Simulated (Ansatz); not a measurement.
# Pd (Fm-3m, 1 atom in the cell): converging a phonon calculation, part 2 of 2

Aim: how dense must the meshes and how high the cutoff be for the phonons of Pd (Fm-3m, 1 atom in the cell)?

Ansatz 0.2.0; DFT PBE, scalar-relativistic, plane waves, PAW.

So far, highest frequency on the path or at a solved wavevector (cm⁻¹): 216 in steps 3, 4, 11 and 12. The relaxed cell has a = 3.942 Å (conventional setting).

## (13) The series together

Times are for 4 threads of Arm Neoverse V2, shared host. The series side by side:

```
no.    k-mesh  lowest mode on the q mesh (acoustic modes at Γ apart) (cm⁻¹)  highest frequency on the path or at a solved wavevector (cm⁻¹)  time  memory (GiB)
  1  16×16×16                                                         104.0                                                           216.0  11 s          0.75
  2  20×20×20                                                         106.2                                                           216.4  20 s           1.2
  3  30×30×30                                                         105.3                                                           216.4  64 s           3.3
```

The runs together. Table of phonon density of states by wavenumber; read off at these points; values in 1/cm⁻¹/cell:

```
wavenumber (cm⁻¹)  16×16×16  20×20×20  30×30×30
              1.0         0         0         0
              7.0    3.0e-5    2.0e-5    2.0e-5
             13.0    1.2e-4    1.1e-4    1.1e-4
             19.0    2.9e-4    2.7e-4    2.8e-4
             25.0    5.5e-4    5.2e-4    5.3e-4
             31.0    8.4e-4    8.0e-4    8.1e-4
             37.0   0.00124   0.00117   0.00119
             41.0   0.00153   0.00145   0.00147
             47.0   0.00209   0.00198   0.00202
             53.0   0.00272   0.00258   0.00263
             59.0   0.00352   0.00333    0.0034
             65.0   0.00444   0.00419   0.00428
             71.0   0.00556   0.00526   0.00536
             77.0   0.00693   0.00654   0.00667
             83.0   0.00863   0.00812   0.00829
             89.0    0.0108    0.0101    0.0103
             95.0    0.0137    0.0127    0.0130
            101.0    0.0184    0.0167    0.0172
            107.0    0.0256    0.0257    0.0256
            111.0    0.0263    0.0266    0.0263
            117.0    0.0273    0.0275    0.0273
            123.0    0.0283    0.0286    0.0283
            129.0    0.0293    0.0296    0.0293
            135.0    0.0302    0.0305    0.0301
            141.0    0.0310    0.0316    0.0312
            143.0    0.0316    0.0316    0.0313
            147.0    0.0187    0.0239    0.0236
            153.0    0.0177    0.0179    0.0179
            159.0    0.0174    0.0176    0.0176
            165.0    0.0169    0.0172    0.0171
            171.0    0.0158    0.0162    0.0161
            177.0    0.0136    0.0141    0.0140
            181.0   0.00885   0.00931   0.00922
            187.0    0.0227    0.0208    0.0209
            193.0    0.0376    0.0374    0.0374
            197.0    0.0423    0.0429    0.0427
            199.0    0.0320    0.0345    0.0343
            205.0    0.0172    0.0179    0.0179
            211.0   0.00714   0.00749   0.00748
            217.0         0    1.1e-4    9.0e-5
```

The runs together, line C_V. Table of C_V by temperature; values in J/mol-atom/K:

```
temperature (K)  16×16×16  20×20×20  30×30×30
              0         0         0         0
             50      8.02      7.90      7.93
            100      17.6      17.5      17.5
            150      21.2      21.2      21.2
            200      22.7      22.7      22.7
            250      23.5      23.5      23.5
            300      23.9      23.9      23.9
            350      24.2      24.2      24.2
            400      24.4      24.4      24.4
            450      24.5      24.5      24.5
            500      24.6      24.6      24.6
            550      24.6      24.6      24.6
            600      24.7      24.7      24.7
            650      24.7      24.7      24.7
            700      24.7      24.7      24.7
            750      24.8      24.8      24.8
            800      24.8      24.8      24.8
            850      24.8      24.8      24.8
            900      24.8      24.8      24.8
            950      24.8      24.8      24.8
           1000      24.8      24.8      24.8
```

## (14) Another cutoff, cutoff 170 eV, q mesh 2×2×2

The cutoff is set to 170 eV on a small fixed q mesh.

input.yaml

```yaml
crystal:
  lattice:
    - [0.0, 1.971071988, 1.971071988]
    - [1.971071988, 0.0, 1.971071988]
    - [1.971071988, 1.971071988, 0.0]
  atoms:
    - { symbol: Pd, position: [0.0, 0.0, 0.0] }
kpoints:
  mp_grid: { grid: [20, 20, 20] }
hamiltonian:
  xc: pbe
scf:
  occupations: { method: methfessel_paxton, width: 0.2 }
output:
  eigenvalues: true
phonons:
  method: dfpt
  qmesh: [2, 2, 2]
  temperatures: { t_max: 1000, t_step: 50 }
  qpath:
    path:
      - [[0.0, 0.0, 0.0], [0.5, 0.0, 0.5], [0.625, 0.25, 0.625]]
      - [[0.375, 0.375, 0.75], [0.0, 0.0, 0.0], [0.5, 0.5, 0.5], [0.5, 0.25, 0.75], [0.5, 0.0, 0.5]]
    npoints: 10
basis:
  ecutwfc: 170
```

On the command line:

```bash
> ansatz run input.yaml --threads 4 --pin off --max-ram 7168MiB --backend cpu --events-out ev --progress --plain --runs-dir out
```

The job ended after 10 s (4 threads of Arm Neoverse V2, shared host; peak memory 0.95 GiB; 36 s of CPU time).

The run finished; it serves as a test, and its numbers are not taken as the result.

## (15) Another cutoff, cutoff 230 eV, q mesh 2×2×2

The cutoff is set to 230 eV on a small fixed q mesh.

input.yaml: that of step 14 with these lines changed.

```diff
@@ -25,2 +25,2 @@
 basis:
-  ecutwfc: 170
+  ecutwfc: 230
```

The job ended after 12 s (4 threads; peak memory 0.88 GiB; 41 s of CPU time).

The run finished; it serves as a test, and its numbers are not taken as the result.

## (16) Another cutoff, cutoff 290 eV, q mesh 2×2×2

The cutoff is set to 290 eV on a small fixed q mesh.

input.yaml: that of step 15 with these lines changed.

```diff
@@ -25,2 +25,2 @@
 basis:
-  ecutwfc: 230
+  ecutwfc: 290
```

Run time: 13 s. Hardware: 4 threads; peak memory 0.94 GiB.

The run finished; it serves as a test, and its numbers are not taken as the result.

## (17) Another cutoff, cutoff 360 eV, q mesh 2×2×2

The cutoff is set to 360 eV on a small fixed q mesh.

input.yaml: that of step 16 with these lines changed.

```diff
@@ -25,2 +25,2 @@
 basis:
-  ecutwfc: 290
+  ecutwfc: 360
```

Wall time 17 s (4 threads); peak memory 1.1 GiB.

Frequencies (cm⁻¹) solved at each irreducible wavevector; negative means imaginary. Frequencies by wavevector, by row:

```
q in reciprocal lattice units  star  mode 1  mode 2  mode 3
                        0 0 0     1       0       0       0
                     0 0 -0.5     4     106     106   216.2
                  0 -0.5 -0.5     3   146.1   146.1   208.6
```

Against step 4 (now cutoff 360 eV), the highest frequency on the path or at a solved wavevector stays at 216 cm⁻¹.

## (18) Another cutoff, cutoff 550 eV, q mesh 2×2×2

The cutoff is set to 550 eV on a small fixed q mesh.

input.yaml: that of step 17 with these lines changed.

```diff
@@ -25,2 +25,2 @@
 basis:
-  ecutwfc: 360
+  ecutwfc: 550
```

The job ended after 29 s (4 threads; peak memory 1.5 GiB; 1.9 min of CPU time).

## (19) What came out

```json
{
  "mean frequency, q mesh 2×2×2": "144 cm⁻¹",
  "mean frequency, q mesh 3×3×3": "141 cm⁻¹",
  "mean frequency, q mesh 6×6×6": "138 cm⁻¹",
  "lowest mode on the q mesh (acoustic modes at Γ apart), k-mesh 6×6×6": "130 cm⁻¹",
  "lowest mode on the q mesh (acoustic modes at Γ apart), k-mesh 10×10×10": "111 cm⁻¹",
  "lowest mode on the q mesh (acoustic modes at Γ apart), k-mesh 16×16×16": "104 cm⁻¹",
  "lowest mode on the q mesh (acoustic modes at Γ apart), k-mesh 20×20×20": "106 cm⁻¹",
  "lowest mode on the q mesh (acoustic modes at Γ apart), k-mesh 30×30×30": "105 cm⁻¹",
  "lowest mode on the q mesh (acoustic modes at Γ apart), cutoff 170 eV": "-284 cm⁻¹",
  "lowest mode on the q mesh (acoustic modes at Γ apart), cutoff 230 eV": "119 cm⁻¹",
  "lowest mode on the q mesh (acoustic modes at Γ apart), cutoff 290 eV": "110 cm⁻¹",
  "lowest mode on the q mesh (acoustic modes at Γ apart), cutoff 360 eV": "106 cm⁻¹",
  "lowest mode on the q mesh (acoustic modes at Γ apart), cutoff 550 eV": "106 cm⁻¹"
}
```

In words: Over the whole q mesh series, coarse runs included, the mean frequency runs from 137.7 to 144.1 cm⁻¹; from 4×4×4 on it stays within 0.8 cm⁻¹ of the finest run (6×6×6), against a tolerance of 1.4. The k mesh changes along this series too, so part of the change is its. Over the whole k mesh series, coarse runs included, the lowest mode on the q mesh (acoustic modes at Γ apart) runs from 104.0 to 130.2 cm⁻¹; from 16×16×16 on all solved modes stay within 1.3 cm⁻¹ of the finest run (30×30×30), against a tolerance of 2.2. Over the whole cutoff series, coarse runs included, the lowest mode on the q mesh (acoustic modes at Γ apart) runs from -283.7 to 118.7 cm⁻¹; from 360 eV on all solved modes stay within 0.1 cm⁻¹ of the finest run (550 eV), against a tolerance of 2.2. All runs share the cell relaxed at the base settings, which is not exactly at rest under another k mesh or cutoff. Some magnetic starts kept moments in single points, but the one carried on lost them, and the others were not relaxed, so the runs shown are non-magnetic; if the real compound is magnetic, its cell and modes can differ much. With no gap, or one that is small against the smearing, the frequencies hang on the k mesh and the smearing, most of all near Kohn anomalies. These are harmonic frequencies at zero temperature: anharmonic shifts, linewidths and thermal expansion are left out.

[Logs are printed without paths, hosts, clocks, repeated set-up lines and the standing remarks that a program may print on its own settings, such as how far it seeks lower states.]

[Hosts, paths, dates, database ids (printed as entryN), source tags and the programs' standing remarks are cut or masked in the printed files.]
